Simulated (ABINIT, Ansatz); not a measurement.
## MgS (F-43m): the LO frequency by hand

Wanted: the LO mode of MgS (F-43m) from the TO mode and the field response.

Main program and level: ABINIT 10.8.3; DFT LDA, scalar-relativistic, plane waves, PseudoDojo norm-conserving pseudopotentials.

**1. The relaxed structure**

The structure is cubic, space group F-43m (No. 216). The conventional cell has a = 5.596 Å, b = 5.596 Å, c = 5.596 Å, α = 90.00°, β = 90.00°, γ = 90.00°. Mg has 4 S at 2.42 Å nearest. Nearest to S lie 4 Mg at 2.42 Å. Farther neighbours and most contacts between anions are not listed.

This is the cell after its relaxation at this level of theory, not the database cell from which that began.

**2. What the response run gave**

A linear-response run on the relaxed cell, with the response to an electric field; only its zone-centre results are used. Cutoff 47 Ha, k mesh 8×8×8.

Numbers of over 12 decimals in the logs are rounded to 6 here.

What it wrote:

```text
[banners, grids, parts of the stress and lines that vanish by symmetry left out]
- input  file    -> dfpt_gamma.abi
- output file    -> dfpt_gamma.abo
- root for input  files -> dfpt_gammai
[...]
DATASET    1 : space group F-4 3 m (#216); Bravais cF (face-center cubic)
[...]
nfft =      110592          nkpt =         260
[...]
DATASET    2 : space group F-4 3 m (#216); Bravais cF (face-center cubic)
[...]
nfft =      110592          nkpt =         260
[...]
== DATASET  1 ==================================================================
[...]
cutoff_energies: {ecut:  47.0, pawecutdg:  -1.0, }
[...]
- 16.00000   6.00000  180309                  znucl, zion, pspdat
[...]
Perturbation : derivative vs k along direction   1
[...]
-ETOT  1  -18.885564545243     -1.889E+01 1.571E-01 0.000E+00
 ETOT  2  -18.901678444704     -1.611E-02 8.088E-04 0.000E+00
 ETOT  3  -18.901717909731     -3.947E-05 6.375E-06 0.000E+00
 ETOT  4  -18.901718057031     -1.473E-07 4.941E-08 0.000E+00
 ETOT  5  -18.901718057717     -6.862E-10 9.067E-10 0.000E+00
[...]
At SCF step   11   max residual=  9.96E-21 < tolwfr=  1.00E-20 =>converged.
[...]
Perturbation : derivative vs k along direction   2
[...]
-ETOT  1  -18.885601437795     -1.889E+01 1.668E-01 0.000E+00
[...]
At SCF step   11   max residual=  9.96E-21 < tolwfr=  1.00E-20 =>converged.
[...]
Perturbation : derivative vs k along direction   3
[...]
-ETOT  1  -18.885564543664     -1.889E+01 1.571E-01 0.000E+00
[...]
At SCF step   11   max residual=  9.96E-21 < tolwfr=  1.00E-20 =>converged.
[...]
1        1       1.1997834952   -0.0000000000
     1        2      -0.5998917476   -0.0000000000
     1        3      -0.5998917476    0.0000000000
     2        1      -0.5998917476   -0.0000000000
     2        2       1.1997834952    0.0000000000
     2        3       0.5998917476    0.0000000000
     3        1      -0.5998917476    0.0000000000
     3        2       0.5998917476    0.0000000000
     3        3       1.1997834952   -0.0000000000
[...]
== DATASET  2 ==================================================================
[...]
cutoff_energies: {ecut:  47.0, pawecutdg:  -1.0, }
[...]
Perturbation : displacement of atom   1   along direction   1
[...]
-ETOT  1   5.289669     -1.485E+04 1.900E+01 3.471E+02
[...]
At SCF step   10       vres2   =  7.37E-12 < tolvrs=  1.00E-10 =>converged.
[...]
At SCF step   10       vres2   =  7.59E-12 < tolvrs=  1.00E-10 =>converged.
[...]
-ETOT  1   1.761486     -4.627E+01 2.478E+00 8.075E+03
[...]
ETOT  9  0.562253     -6.253E-12 4.208E-14 9.961E-10
 ETOT 10  0.562253     -2.274E-13 6.726E-16 7.711E-12
 At SCF step   10       vres2   =  7.71E-12 < tolvrs=  1.00E-10 =>converged.
[...]
Dielectric tensor, in cartesian coordinates,
[...]
1    4   1    4         4.2128913825        -0.0000000000
   1    4   2    4        -0.0000000000        -0.0000000000
   1    4   3    4         0.0000000000        -0.0000000000
   2    4   1    4         0.0000000000        -0.0000000000
   2    4   2    4         4.2128913825        -0.0000000000
   2    4   3    4        -0.0000000000        -0.0000000000
   3    4   1    4         0.0000000000        -0.0000000000
   3    4   2    4        -0.0000000000        -0.0000000000
   3    4   3    4         4.2128913825        -0.0000000000
  Effective charges, in cartesian coordinates,
[...]
1    1   1    4         1.8739813121         0.0000000000
   2    1   1    4         0.0000000000         0.0000000000
   3    1   1    4        -0.0000000000         0.0000000000
   1    2   1    4        -1.8764223477         0.0000000000
   2    2   1    4         0.0000000000         0.0000000000
[...]
Effective charges, in cartesian coordinates,
[...]
Rigid-atom elastic tensor , in cartesian coordinates,
[...]
Rigid-atom proper piezoelectric tensor, in cartesian coordinates,
[...]
2    4   2    6        -0.0074488117         0.0000000000
   2    4   3    6        -0.0000000000         0.0000000000
   3    4   1    5        -0.0000000000         0.0000000000
   3    4   2    5        -0.0000000000         0.0000000000
   3    4   3    5         0.0000000000         0.0000000000
   3    4   1    6         0.0000000000         0.0000000000
   3    4   2    6         0.0000000000         0.0000000000
   3    4   3    6        -0.0074488117         0.0000000000
  Phonon wavevector (reduced coordinates) :  0.00000  0.00000  0.00000
 Phonon energies in Hartree :
[...]
Phonon frequencies in cm-1    :
-  2.901512E+00  2.901512E+00  2.901512E+00  3.432974E+02  3.432974E+02
-  3.432974E+02
  Phonon at Gamma, with non-analyticity in the
[...]
Phonon energies in Hartree :
[...]
Phonon frequencies in cm-1    :
-  2.901512E+00  2.901512E+00  2.905415E+00  3.432974E+02  3.432974E+02
-  4.308535E+02
  Phonon at Gamma, with non-analyticity in the
[...]
Phonon energies in Hartree :
[...]
Phonon frequencies in cm-1    :
-  2.901512E+00  2.901512E+00  2.905415E+00  3.432974E+02  3.432974E+02
-  4.308535E+02
  Phonon at Gamma, with non-analyticity in the
[...]
Phonon energies in Hartree :
[...]
Phonon frequencies in cm-1    :
-  2.901512E+00  2.901512E+00  2.905415E+00  3.432974E+02  3.432974E+02
-  4.308535E+02
[...]
fcart2     0.0000000000E+00  0.0000000000E+00  0.0000000000E+00
           strten2     0.0000000000E+00  0.0000000000E+00  0.0000000000E+00
================================================================================
```

```csv
quantity,value
cell volume Ω (Å³),43.819
mass of Mg (u),24.305
mass of S (u),32.060
"Born charge of Mg, raw (e)",1.874
"Born charge of S, raw (e)",-1.876
ε∞,4.213
ω(TO) after the sum rule (cm⁻¹),343.3
```

**3. The calculation**

The charges must sum to zero over the cell; taking off their mean, -0.001 e, leaves Z* = 1.875 e on Mg. In the polar mode Mg moves against S, so the reduced mass is μ = 24.30 × 32.06 / 56.37 = 13.825 u.

A longitudinal wave builds up a field that adds to the restoring force: ω(LO)² = ω(TO)² + 4π Z*² / (μ Ω ε∞), in Hartree atomic units. With μ = 25201 electron masses and Ω = 295.71 bohr³ the second term is 1.4075e-06 Ha², or 67799 cm⁻² (1 Ha = 219474.6 cm⁻¹).

So ω(LO) = √(117841 + 67799) = 430.9 cm⁻¹, and by the Lyddane-Sachs-Teller relation ε₀ = ε∞ (ω(LO)/ω(TO))² = 6.64.

**4. Check against the program**

The analysis program adds the same non-analytic term to the full matrix.

What it wrote:

```text
[banners, grids, parts of the stress and lines that vanish by symmetry left out]
-outvars_anaddb: echo values of input variables ----------------------

 Flags :
[...]
Dielectric Tensor and Effective Charges
[...]
Effective charge tensors after
[...]
Phonon wavevector (reduced coordinates) :  0.00000  0.00000  0.00000
 Phonon energies in Hartree :
[...]
Phonon energies in meV     :
-  0.000000E+00  0.000000E+00  0.000000E+00  4.256146E+01  4.256146E+01
-  4.256146E+01
 Phonon frequencies in cm-1    :
-  0.000000E+00  0.000000E+00  0.000000E+00  3.432813E+02  3.432813E+02
-  3.432813E+02
 Phonon frequencies in Thz     :
-  0.000000E+00  0.000000E+00  0.000000E+00  1.029131E+01  1.029131E+01
-  1.029131E+01
 Phonon energies in Kelvin  :
-  0.000000E+00  0.000000E+00  0.000000E+00  4.939052E+02  4.939052E+02
-  4.939052E+02
[...]
-  1  0.00000000E+00  0.00000000E+00 -3.11955069E-03
-     0.00000000E+00  0.00000000E+00  0.00000000E+00
-  2  0.00000000E+00  0.00000000E+00 -3.11955109E-03
-     0.00000000E+00  0.00000000E+00  0.00000000E+00
[...]
-  1  0.00000000E+00  3.11955069E-03  0.00000000E+00
-     0.00000000E+00  0.00000000E+00  0.00000000E+00
-  2  0.00000000E+00  3.11955109E-03  0.00000000E+00
-     0.00000000E+00  0.00000000E+00  0.00000000E+00
[...]
-  1  3.11955070E-03  0.00000000E+00  0.00000000E+00
-     0.00000000E+00  0.00000000E+00  0.00000000E+00
-  2  3.11955110E-03  0.00000000E+00  0.00000000E+00
-     0.00000000E+00  0.00000000E+00  0.00000000E+00
[...]
-  1  1.39226789E-07 -1.01600612E-07 -3.58316399E-03
-     0.00000000E+00  0.00000000E+00  0.00000000E+00
-  2 -1.05529429E-07  0.00000000E+00  2.71592308E-03
-     0.00000000E+00  0.00000000E+00  0.00000000E+00
[...]
-  1  4.28959421E-07  3.58316396E-03 -1.01583944E-07
-     0.00000000E+00  0.00000000E+00  0.00000000E+00
-  2 -3.25137448E-07 -2.71592306E-03  0.00000000E+00
-     0.00000000E+00  0.00000000E+00  0.00000000E+00
[...]
-  1  3.58316396E-03 -4.28955473E-07  1.39238952E-07
-     0.00000000E+00  0.00000000E+00  0.00000000E+00
-  2 -2.71592306E-03  3.25134456E-07 -1.05538648E-07
-     0.00000000E+00  0.00000000E+00  0.00000000E+00
[...]
-     1          0.000000    -0.000000     0.000000     0.000000
-     2         -0.000000    -0.000000    -0.000000     0.000000
-     3         -0.000000     0.000000    -0.000000     0.000000
-     4          0.000102    -0.000074    -2.627154     2.627154
-     5          0.000315     2.627154    -0.000074     2.627154
-     6          2.627154    -0.000315     0.000102     2.627154
[...]
-   1     Real    0.0000E+00  0.0000E+00  0.0000E+00  0.0000E+00  0.0000E+00  0.0000E+00  0.0000E+00
[...]
-     0.00000000E+00  0.00000000E+00  0.00000000E+00
-  2  0.00000000E+00  0.00000000E+00 -3.11955109E-03
-     0.00000000E+00  0.00000000E+00  0.00000000E+00
[...]
Phonon at Gamma, with non-analyticity in the
[...]
Phonon energies in Hartree :
[...]
Phonon energies in meV     :
-  0.000000E+00  0.000000E+00  0.000000E+00  4.256146E+01  4.256146E+01
-  5.341918E+01
 Phonon frequencies in cm-1    :
-  0.000000E+00  0.000000E+00  0.000000E+00  3.432813E+02  3.432813E+02
-  4.308548E+02
 Phonon frequencies in Thz     :
-  0.000000E+00  0.000000E+00  0.000000E+00  1.029131E+01  1.029131E+01
-  1.291670E+01
 Phonon energies in Kelvin  :
-  0.000000E+00  0.000000E+00  0.000000E+00  4.939052E+02  4.939052E+02
-  6.199039E+02
[...]
Phonon at Gamma, with non-analyticity in the
[...]
Phonon energies in Hartree :
[...]
Phonon energies in meV     :
-  0.000000E+00  0.000000E+00  0.000000E+00  4.256146E+01  4.256146E+01
-  5.341918E+01
 Phonon frequencies in cm-1    :
-  0.000000E+00  0.000000E+00  0.000000E+00  3.432813E+02  3.432813E+02
-  4.308548E+02
 Phonon frequencies in Thz     :
-  0.000000E+00  0.000000E+00  0.000000E+00  1.029131E+01  1.029131E+01
-  1.291670E+01
 Phonon energies in Kelvin  :
-  0.000000E+00  0.000000E+00  0.000000E+00  4.939052E+02  4.939052E+02
-  6.199039E+02
[...]
-  1  6.89582879E-07 -3.11954986E-03 -2.22188898E-06
-     0.00000000E+00  0.00000000E+00  0.00000000E+00
-  2  6.89631521E-07 -3.11955021E-03 -2.22184071E-06
-     0.00000000E+00  0.00000000E+00  0.00000000E+00
[...]
-  1  3.11955060E-03  6.89265651E-07  5.23208042E-07
-     0.00000000E+00  0.00000000E+00  0.00000000E+00
-  2  3.11955096E-03  6.89217191E-07  5.23159560E-07
-     0.00000000E+00  0.00000000E+00  0.00000000E+00
[...]
-  1  5.30033296E-04  2.22673587E-03 -2.75676917E-03
-     0.00000000E+00  0.00000000E+00  0.00000000E+00
-  2 -4.01748194E-04 -1.68779419E-03  2.08954238E-03
-     0.00000000E+00  0.00000000E+00  0.00000000E+00
[...]
-  1  2.87722798E-03 -1.89763629E-03 -9.79591689E-04
-     0.00000000E+00  0.00000000E+00  0.00000000E+00
-  2 -2.18084629E-03  1.43834729E-03  7.42499001E-04
-     0.00000000E+00  0.00000000E+00  0.00000000E+00
[...]
Direction                     Dielectric constant
[...]
Elastic Tensor (clamped ion) (unit:10^2GP):
[...]
Elastic Tensor (relaxed ion) (unit:10^2GP):
[...]
Calculation of the tensor related to piezoelectric effetc
[...]
Proper piezoelectric constants (clamped ion) (unit:c/m^2)
[...]
Increase cutoff energy or k-points sampling.
[...]
Proper piezoelectric constants (relaxed ion) (unit:c/m^2)
[...]
-0.00000000      0.33684850      0.00000000
      0.00000000      0.00000000      0.33684850
-
```

```csv
quantity,by hand,program
ω(LO) (cm⁻¹),430.9,430.9
ε₀,6.64,6.64
```

**5. Outcome**

* TO mode: 343.3 cm⁻¹
* LO mode: 430.9 cm⁻¹
* static dielectric constant: 6.636

In words: The LO mode of MgS (F-43m) lies at 431 cm⁻¹, 88 cm⁻¹ above the TO mode; the formula meets the program within 0.1 cm⁻¹, as it must for a cubic crystal with one polar mode. ω(LO)² − ω(TO)² goes with Z*²/ε∞: an error of 5 % in ε∞ would move the LO mode by 3.8 cm⁻¹, and semilocal functionals tend to overestimate ε∞. These are harmonic values at zero temperature, at the volume of this functional, for the structure held cubic; stability elsewhere in the zone is no part of this calculation.

[Host names and launcher messages were left out of these logs when they were recorded.]

[Logs are printed without paths, hosts, clocks, repeated set-up lines and the standing remarks that a program may print on its own settings, such as how far it seeks lower states.]

[Hosts, paths, dates, database ids (printed as entryN), source tags and the programs' standing remarks are cut or masked in the printed files.]
